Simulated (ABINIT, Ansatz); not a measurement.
**Al3Os (Pm-3m): zone-centre phonons**

Which modes does Al3Os (Pm-3m) have at the zone centre?

Program: ABINIT 10.8.3. Level of theory: DFT PBEsol, scalar-relativistic, plane waves, PseudoDojo norm-conserving pseudopotentials. Results are calculated unless marked as measured.

Report form: the programs' logs are mostly left out.

The structure was built from a prototype and need not be the compound's stable phase.

## (1) The structure

Symmetry: Pm-3m, No. 221, cubic system. The conventional cell has a = 3.843 Å, b = 3.843 Å, c = 3.843 Å, α = 90.00°, β = 90.00°, γ = 90.00°. Nearest to Os lie 12 Al at 2.72 Å. Nearest to Al lie 4 Os at 2.72 Å and 8 Al at 2.72 Å. Farther neighbours are not listed.

Coordinates:

```cif
data_structure
_symmetry_space_group_name_H-M 'P 1'
_symmetry_Int_Tables_number 1
_cell_length_a 3.8434
_cell_length_b 3.8434
_cell_length_c 3.8434
_cell_angle_alpha 90.000
_cell_angle_beta 90.000
_cell_angle_gamma 90.000
_cell_volume 56.77
loop_
_atom_site_label
_atom_site_type_symbol
_atom_site_fract_x
_atom_site_fract_y
_atom_site_fract_z
_atom_site_occupancy
Os1 Os 0.00000 0.00000 0.00000 1
Al2 Al 0.00000 0.50000 0.50000 1
Al3 Al 0.50000 0.00000 0.50000 1
Al4 Al 0.50000 0.50000 0.00000 1
```

## (2) Relaxation

The harmonic expansion needs vanishing forces, and a free crystal bears no stress, so cell and atoms are brought to rest. Stress is more sensitive to the basis than forces are: the last 3 Ha under the cutoff are smoothed with ecutsm, and the cutoff is raised above that of the later runs.

The starting cell comes from a relaxation made beforehand in Ansatz (PBEsol, PseudoDojo NC).

Contents of relax.abi:

```
# relaxation
ionmov 2
optcell 2
dilatmx 1.08
ntime 40
tolmxf 1.0d-05
tolvrs 1.0d-14
prtwf 0
prtden 0
chksymtnons 0

# basis, mesh and filling
ecut 41.0
ecutsm 3.0
ngkpt 8 8 8
nshiftk 1
shiftk 0.0 0.0 0.0
istwfk *1
occopt 7
tsmear 0.01
nband 20
nstep 100
diemac 1000000.0
prtebands 0
prtgsr 0
useylm 1

# cell and atoms
acell 3*1.0 Angstrom
rprim 
    3.843393512 0.0 0.0
    0.0 3.843393512 0.0
    0.0 0.0 3.843393512
ntypat 2
znucl 76 13
natom 4
typat 1 2 2 2
xred 
    0.0 0.0 0.0
    0.0 0.5 0.5
    0.5 0.0 0.5
    0.5 0.5 0.0
pp_dirpath "./pseudo"
pseudos "Os.upf, Al.upf"
```

The run is started by

```console
$ OMP_NUM_THREADS=1 mpirun -n 4 abinit relax.abi > relax.log
```

The job ended after 60 s (4 MPI ranks of AMD EPYC 9R45, shared host).

Little changed from the start: no atom moved by 0.005 Å and no cell edge by 0.1 %.

Read from the output:

| Item | Value |
| --- | --- |
| volume per atom | 14.20 Å³ |
| pressure | 6.40e-6 GPa |
| gap on the k-mesh | 0 eV |

## (3) Ground state

The response is built on these wavefunctions, so the potential is converged far more tightly than an energy would need. Occupations are smeared.

Contents of gs.abi:

```
# ground state
tolvrs 1.0d-16
prtden 1
prtwf 1

# basis, mesh and filling
ecut 33.0
ngkpt 8 8 8
nshiftk 1
shiftk 0.0 0.0 0.0
istwfk *1
occopt 7
tsmear 0.01
nband 20
nstep 100
diemac 1000000.0
prtebands 0
prtgsr 0
useylm 1

# cell and atoms
acell 3*1.0 Angstrom
rprim 
    3.843701252 0.0 0.0
    0.0 3.843701252 0.0
    0.0 0.0 3.843701252
ntypat 2
znucl 76 13
natom 4
typat 1 2 2 2
xred 
    0.0 0.0 0.0
    0.0 0.5 0.5
    0.5 0.0 0.5
    0.5 0.5 0.0
pp_dirpath "./pseudo"
pseudos "Os.upf, Al.upf"
```

The run is started by

```console
$ OMP_NUM_THREADS=1 mpirun -n 4 abinit gs.abi > gs.log
```

Wall time 16 s (4 MPI ranks); 62 s of CPU time.

Numbers from this step:

```
pressure : -0.1664 GPa
```

The cell stands at -0.17 GPa: the relaxation ran with a smoothed and higher cutoff, and the difference is a stress of the finite basis.

## (4) Zone-centre response

At q = 0 one unit cell holds all displacements. The response is solved for single atoms along the cell's directions, and symmetry skips those that follow from others. The crystal is treated as a metal, which screens a static field, so no field response is asked.

Contents of dfpt_gamma.abi:

```

# common to the responses
getwfk_filepath "gso_WFK"
kptopt 2
nqpt 1
qpt 0.0 0.0 0.0
asr 0
chneut 0

# displacements
rfphon 1
rfatpol 1 4
rfdir 1 1 1
tolvrs 1.0d-10
prtwf 0

# basis, mesh and filling
ecut 33.0
ngkpt 8 8 8
nshiftk 1
shiftk 0.0 0.0 0.0
istwfk *1
occopt 7
tsmear 0.01
nband 20
nstep 100
diemac 1000000.0
prtebands 0
prtgsr 0
useylm 1

# cell and atoms
acell 3*1.0 Angstrom
rprim 
    3.843701252 0.0 0.0
    0.0 3.843701252 0.0
    0.0 0.0 3.843701252
ntypat 2
znucl 76 13
natom 4
typat 1 2 2 2
xred 
    0.0 0.0 0.0
    0.0 0.5 0.5
    0.5 0.0 0.5
    0.5 0.5 0.0
pp_dirpath "./pseudo"
pseudos "Os.upf, Al.upf"
```

The run is started by

```console
$ OMP_NUM_THREADS=1 mpirun -n 4 abinit dfpt_gamma.abi > dfpt_gamma.log
```

It took 90 s on 4 MPI ranks.

Numbers from this step:

- largest acoustic frequency at the zone centre before the sum rule: -2.97 cm⁻¹
- highest optical zone-centre mode (no LO-TO term): 377.6 cm⁻¹
- lowest optical zone-centre mode: 154.2 cm⁻¹

The acoustic modes at Γ come out as far as 3.0 cm⁻¹ from zero, where they should vanish, a small numerical error.

## (5) Zone-centre analysis

anaddb reads the merged derivatives and imposes the acoustic sum rule.

Contents of anaddb.abi:

```
ddb_filepath "gamma_DDB"
output_file "anaddb.abo"
outdata_prefix "anaddb"
asr 1
chneut 1
enunit 2
eivec 1
nph1l 1
qph1l 0.0 0.0 0.0 1.0
```

Contents of mrgddb.in:

```
gamma_DDB
merged
2
dfpt_gammao_DDB
gso_DDB
```

The run is started by

```console
$ mrgddb < mrgddb.in > mrgddb.log
$ OMP_NUM_THREADS=1 anaddb anaddb.abi > anaddb.log
```

Elapsed: 0.63 s, on 1 thread.

No LO-TO term; unit eigenvectors of the mass-weighted matrix, from anaddb's displacements. The modes at Γ (shares of kinetic energy by element, %):

| mode | frequency (cm⁻¹) | symmetry | Os % | Al % |
| --- | --- | --- | --- | --- |
| 1 | 0.0 | acoustic | 70 | 30 |
| 2 | 0.0 | acoustic | 70 | 30 |
| 3 | 0.0 | acoustic | 70 | 30 |
| 4 | 154.2 | T1u | 30 | 70 |
| 5 | 154.2 | T1u | 30 | 70 |
| 6 | 154.2 | T1u | 30 | 70 |
| 7 | 250.0 | T2u | 0 | 100 |
| 8 | 250.0 | T2u | 0 | 100 |
| 9 | 250.0 | T2u | 0 | 100 |
| 10 | 377.6 | T1u | 0 | 100 |
| 11 | 377.6 | T1u | 0 | 100 |
| 12 | 377.6 | T1u | 0 | 100 |

Displacements in mode 5 (154.2 cm⁻¹), the largest set to 1:
```
Os1  0.00  0.38  0.00
Al2  0.00 -0.84  0.00
Al3  0.00 -1.00  0.00
Al4  0.00 -0.84  0.00
```

Displacements in mode 11 (377.6 cm⁻¹), the largest set to 1:
```
Os1  0.00  0.02  0.00
Al2  0.00 -0.56  0.00
Al3  0.00  1.00  0.00
Al4  0.00 -0.56  0.00
```

The rule moves no optical mode by more than 0.1 cm⁻¹.

## (6) Outcome

| Property | Result |
| --- | --- |
| space group after relaxation | Pm-3m |
| volume per atom | 14.2 Å³ |
| highest optical zone-centre mode (no LO-TO term) | 377.6 cm⁻¹ |
| lowest optical zone-centre mode | 154.2 cm⁻¹ |
| imaginary optical modes at the zone centre (no q mesh in this session) | none |

At the PBEsol level the optical modes of Al3Os (Pm-3m) at the zone centre run from 154 to 378 cm⁻¹. These are harmonic frequencies at zero temperature: anharmonic shifts and linewidths and thermal expansion are left out. Spin-orbit coupling is left out, which can matter for the heavy elements here. In a metal the frequencies hang on the k mesh and the smearing, most of all near Kohn anomalies. The runs are without spin polarisation, although the cell has an odd electron count or an open d or f shell, so a magnetic state was not tested. The structure is a hypothetical one, built on a prototype.

[Host names and launcher messages were left out of these logs when they were recorded.]

[Logs are printed without paths, hosts, clocks, repeated set-up lines and the standing remarks that a program may print on its own settings, such as how far it seeks lower states.]

[Hosts, paths, dates, database ids (printed as entryN), source tags and the programs' standing remarks are cut or masked in the printed files.]
